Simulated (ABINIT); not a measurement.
**Quasiparticle gap of ZnSe (Stilleite) in ABINIT**

Wanted: ground state, empty states, screening and self-energy for ZnSe (Stilleite).

Calculated with ABINIT 10.8.3; PBE and many-body steps on it, plane waves.

**The experiments to reproduce.**

- Gap 2.695 ± 0.003 eV: excitonic gap from free-exciton PL, not corrected for exciton binding; photoluminescence; 300 K; bulk crystal (Bridgman-grown crystal, polished and etched) (“Alloy Disordering Effects on the Thermal Conductivity and Energy Gap Temperature Dependence of Cd1−xZnxSe Ternary Crystals Grown by the Bridgman Method”, 2023, pmc:10253836).

**1. The structure**

The structure is cubic, space group F-43m (No. 216). Conventional cell: a = 5.668 Å, b = 5.668 Å, c = 5.668 Å, α = 90.00°, β = 90.00°, γ = 90.00°. Nearest to Zn lie 4 Se at 2.45 Å. Nearest to Se lie 4 Zn at 2.45 Å. Farther neighbours, and contacts between anions beyond the nearest, are not listed.

The cell and positions come from the Crystallography Open Database and are kept as given unless a step says otherwise.

**2. Ground state**

This step: ABINIT 10.8.3; DFT, PBE, plane waves, norm-conserving pseudopotentials.

The ground-state density comes first.

run.abi reads:

```
acell 3*1.0 Angstrom
rprim 
  -0.000000000000 2.833800000000 2.833800000000
  2.833800000000 -0.000000000000 2.833800000000
  2.833800000000 2.833800000000 0.000000000000
ntypat 2
znucl 30 34
natom 2
typat 1 2
xred 
  0.000000000000 0.000000000000 0.000000000000
  0.250000000000 0.250000000000 0.250000000000
pp_dirpath "pseudos"
pseudos "Zn.upf, Se.upf"
ecut 48
ngkpt 6 6 6
nshiftk 1
shiftk 0 0 0
kptopt 1
chksymbreak 0
nband 27
occopt 1
tolvrs 1e-10
nstep 60
prtwf 0
optforces 0
optstress 0
indata_prefix "in"
outdata_prefix "out"
tmpdata_prefix "tmp"
```

On the command line:

```bash
> OMP_NUM_THREADS=1 mpirun -n 8 abinit run.abi > log
```

Log:

```text
.Version 10.8.3 of ABINIT. v10.8.2 released Aug 2026.

 Symmetries : space group F-4 3 m (#216); Bravais cF (face-center cubic)
================================================================================
 Values of the parameters that define the memory need of the present run
     intxc =       0    ionmov =       0      iscf =       7    lmnmax =       6
     lnmax =       6     mgfft =      48  mpssoang =       3    mqgrid =    3001
     natom =       2  nloc_mem =       1    nspden =       1   nspinor =       1
    nsppol =       1      nsym =      24    n1xccc =    2501    ntypat =       2
    occopt =       1   xclevel =       2
-    mband =          27        mffmem =           1         mkmem =           2
       mpw =        4897          nfft =      110592          nkpt =          16
================================================================================
  Rough estimation (10% accuracy) of disk space for files :
================================================================================

--------------------------------------------------------------------------------
------------- Echo of variables that govern the present computation ------------
--------------------------------------------------------------------------------
 -outvars: echo values of preprocessed input variables --------
            acell      1.8897261259E+00  1.8897261259E+00  1.8897261259E+00 Bohr

      chksymbreak           0
             ecut      4.80000000E+01 Hartree
-          fftalg         312

              ixc     -101130
              kpt      0.00000000E+00  0.00000000E+00  0.00000000E+00
                       1.66666667E-01  0.00000000E+00  0.00000000E+00
                       3.33333333E-01  0.00000000E+00  0.00000000E+00
                       5.00000000E-01  0.00000000E+00  0.00000000E+00
                       1.66666667E-01  1.66666667E-01  0.00000000E+00
                       3.33333333E-01  1.66666667E-01  0.00000000E+00
                       5.00000000E-01  1.66666667E-01  0.00000000E+00
                      -3.33333333E-01  1.66666667E-01  0.00000000E+00
                      -1.66666667E-01  1.66666667E-01  0.00000000E+00
   [... 5 further rows ...]
                      -3.33333333E-01  3.33333333E-01  1.66666667E-01
                      -3.33333333E-01  5.00000000E-01  1.66666667E-01
         kptrlatt        6    0    0      0    6    0      0    0    6
          kptrlen      4.54395803E+01
P           mkmem           2
            natom           2
            nband          27
            ngfft          48      48      48
             nkpt          16
            nstep          60
             nsym          24
           ntypat           2
              occ      2.000000  2.000000  2.000000  2.000000  2.000000  2.000000
                       2.000000  2.000000  2.000000  2.000000  2.000000  2.000000
                       2.000000  2.000000  2.000000  2.000000  2.000000  2.000000
                       2.000000  2.000000  2.000000  2.000000  0.000000  0.000000
[...]
optforces           0
        optstress           0
            prtwf           0
            rprim     -0.0000000000E+00  2.8338000000E+00  2.8338000000E+00
[...]
spgroup         216

           tolvrs      1.00000000E-10

             xred      0.0000000000E+00  0.0000000000E+00  0.0000000000E+00
[...]
znucl       30.00000   34.00000

================================================================================

 chkinp: Checking input parameters for consistency.

================================================================================
== DATASET  1 ==================================================================
-   mpi_nproc: 8, omp_nthreads: 1 (-1 if OMP is not activated)

--- !DatasetInfo
iteration_state: {dtset: 1, }
dimensions: {natom: 2, nkpt: 16, mband: 27, nsppol: 1, nspinor: 1, nspden: 1, mpw: 4897, }
cutoff_energies: {ecut:  48.0, pawecutdg:  -1.0, }
electrons: {nelect:   4.40000000E+01, charge:   0.00000000E+00, occopt:   1.00000000E+00, tsmear:   1.00000000E-02, }

 Real(R)+Recip(G) space primitive vectors, cartesian coordinates (Bohr,Bohr^-1):
 R(1)=  0.0000000  5.3551059  5.3551059  G(1)= -0.0933688  0.0933688  0.0933688
 R(2)=  5.3551059  0.0000000  5.3551059  G(2)=  0.0933688 -0.0933688  0.0933688
 R(3)=  5.3551059  5.3551059  0.0000000  G(3)=  0.0933688  0.0933688 -0.0933688
 Unit cell volume ucvol=  3.0713845E+02 bohr^3
 Angles (23,13,12)=  6.00000000E+01  6.00000000E+01  6.00000000E+01 degrees

 getcut: wavevector=  0.0000  0.0000  0.0000  ngfft=  48  48  48
         ecut(hartree)=     48.000   => boxcut(ratio)=   2.03223

--- Pseudopotential description ------------------------------------------------
- Zn Generated using ONCVPSP code by D. R. Hamann
- 30.00000  20.00000  171031                  znucl, zion, pspdat
12 -101130 2 -1 1326                          pspcod,pspxc,lmax,lloc,mmax
     nproj     2     2     2
  pspatm : epsatm=   26.68164218
         --- l  ekb(1:nproj) -->
[...]
pspatm: atomic psp has been read  and splines computed

- Se Generated using ONCVPSP code by D. R. Hamann
- 34.00000  24.00000  171031                  znucl, zion, pspdat
12 -101130 2 -1 1214                          pspcod,pspxc,lmax,lloc,mmax
     nproj     2     2     2
  pspatm : epsatm=   25.39064422
         --- l  ekb(1:nproj) -->
[...]
pspatm: atomic psp has been read  and splines computed

   2.29118060E+03                                ecore*ucvol(ha*bohr**3)
--------------------------------------------------------------------------------

_setup2: Arith. and geom. avg. npw (full set) are    4879.338    4879.326

================================================================================

--- !BeginCycle
iteration_state: {dtset: 1, }
solver: {iscf: 7, nstep: 60, nline: 4, wfoptalg: 0, }
tolerances: {tolvrs: 1.00E-10, }

     iter   Etot(hartree)      deltaE(h)  residm     vres2
 ETOT  1  -544.98635842320    -5.450E+02 9.114E-01 4.653E+03
 ETOT  2  -546.40203433040    -1.416E+00 4.210E-02 7.770E+03
 ETOT  3  -547.23845527222    -8.364E-01 1.312E-02 1.052E+03
 ETOT  4  -547.31149392204    -7.304E-02 4.016E-03 3.977E+02
 ETOT  5  -547.35013234237    -3.864E-02 2.241E-03 5.298E+01
 ETOT  6  -547.35602524963    -5.893E-03 8.103E-04 1.388E+00
 ETOT  7  -547.35612893250    -1.037E-04 1.448E-04 3.923E-01
 ETOT  8  -547.35617116759    -4.224E-05 4.337E-05 4.472E-02
 ETOT  9  -547.35617617370    -5.006E-06 1.082E-05 5.496E-03
 ETOT 10  -547.35617686684    -6.931E-07 3.919E-06 5.544E-07
 ETOT 11  -547.35617686708    -2.444E-10 1.219E-06 1.127E-07
 ETOT 12  -547.35617686712    -3.740E-11 4.599E-07 6.262E-09
 ETOT 13  -547.35617686715    -2.763E-11 1.480E-07 2.773E-10
 ETOT 14  -547.35617686716    -1.444E-11 5.597E-08 1.371E-11

 At SCF step   14       vres2   =  1.37E-11 < tolvrs=  1.00E-10 =>converged.

--- !ResultsGS
iteration_state: {dtset: 1, }
comment   : Summary of ground state results
lattice_vectors:
- [ -0.0000000,   5.3551059,   5.3551059, ]
- [  5.3551059,  -0.0000000,   5.3551059, ]
- [  5.3551059,   5.3551059,   0.0000000, ]
lattice_lengths: [   7.57326,    7.57326,    7.57326, ]
lattice_angles: [ 60.000,  60.000,  60.000, ] # degrees, (23, 13, 12)
lattice_volume:   3.0713845E+02
convergence: {deltae: -1.444E-11, res2:  1.371E-11, residm:  5.597E-08, diffor:  0.000E+00, }
etotal    :  -5.47356177E+02
entropy   :   0.00000000E+00
fermie    :   1.53041323E-01
cartesian_stress_tensor: null
pressure_GPa: null
xred      :
- [  0.0000E+00,   0.0000E+00,   0.0000E+00, Zn]
- [  2.5000E-01,   2.5000E-01,   2.5000E-01, Se]
cartesian_forces: null
force_length_stats: {min: null, max: null, mean: null, }

 Integrated electronic density in atomic spheres:
 ------------------------------------------------
 Atom  Sphere_radius  Integrated_density
    1        2.00000         18.11040736
    2        2.00000         21.26036845
================================================================================

 ----iterations are completed or convergence reached----

 Mean square residual over all n,k,spin=   12.957E-11; max=  55.966E-09
 reduced coordinates (array xred) for    2 atoms
       0.000000      0.000000      0.000000
       0.250000      0.250000      0.250000
 rms dE/dt=  0.0000E+00; max dE/dt=  0.0000E+00; dE/dt below (all hartree)
    1       0.000000      0.000000      0.000000
    2       0.000000      0.000000      0.000000

 cartesian coordinates (angstrom) at end:
    1      0.000000     0.000000     0.000000
    2      1.416900     1.416900     1.416900
 length scales=  1.889726  1.889726  1.889726 bohr
              =  1.000000  1.000000  1.000000 angstroms
 prteigrs : about to open file out_EIG
 Fermi (or HOMO) energy (hartree) =   0.15304   Average Vxc (hartree)=  -0.36195
 Eigenvalues (hartree) for nkpt=  16  k points:
 kpt#   1, nband= 27, wtk=  0.00463, kpt=  0.0000  0.0000  0.0000 (reduced coord)
  -7.46293   -5.23849   -5.23849   -5.23849   -4.44962   -2.76502   -2.76502   -2.76502
  -1.56976   -1.56976   -1.56976   -1.56961   -1.56961   -0.33425   -0.08738   -0.08738
  -0.08738   -0.07385   -0.07385    0.15304    0.15304    0.15304    0.20039    0.36671
   0.36671    0.36671    0.51812
 prteigrs : prtvol=0 or 1, do not print more k-points.

--- !EnergyTerms
iteration_state     : {dtset: 1, }
comment             : Components of total free energy in Hartree
kinetic             :  2.386736E+02
hartree             :  2.291588E+02
xc                  : -5.133315E+01
Ewald energy        : -2.448450E+02
psp_core            :  7.459765E+00
local_psp           : -5.916836E+02
non_local_psp       : -1.347866E+02
total_energy        : -5.473562E+02
total_energy_eV     : -1.489432E+04
band_energy         : -8.856556E+01

== END DATASET(S) ==============================================================
================================================================================

 -outvars: echo values of variables after computation  --------
           etotal     -5.4735617687E+02
            nband          27
             nkpt          16
          spgroup         216
 [... the other variables as echoed above ...]

 Calculation completed.
```

Wall time 41 s (8 MPI ranks of Arm Neoverse V1, shared host); peak memory 0.68 GiB; 3.5 min of CPU time.

Numbers from this step:

```
total energy               : -14894.3203 eV
gap                        : 1.288 eV
k of the valence top       : 0, 0, 0
k of the conduction bottom : 0, 0, 0
least direct gap           : 1.288 eV
```

The gap is direct, at Γ.

(Continued in part 2 of 3.)

[Long decimals in the printed logs are rounded to 6 places.]

[Logs are printed without paths, hosts, clocks, repeated set-up lines and the standing remarks that a program may print on its own settings, such as how far it seeks lower states.]

[Paths, hosts, dates, memory and timing lines, banners, echoed tables and standing remarks are left out of the program output; an Ansatz launch command may be rebuilt from the run's recorded settings. Measured values are a selection of at most five: reports struck by readers or far from the other reports are left out. None is set beside runs whose start may be inverted or whose files or cutoffs have a known fault.]

[Runs of the session that timed out or met a known fault of the program may be left out.]

[Hosts, paths, dates, database ids (printed as entryN), source tags and the programs' standing remarks are cut or masked in the printed files.]

[G0W0 gaps are taken among the corrected bands and points alone; a level outside them can change the order at an edge.]

[Where Ansatz stands beside ABINIT at settings called matched, ABINIT's density can come from a denser mesh and the files from another edition; pairs whose starting gaps differed by over 0.03 eV were left out, so agreement reads better than it is.]
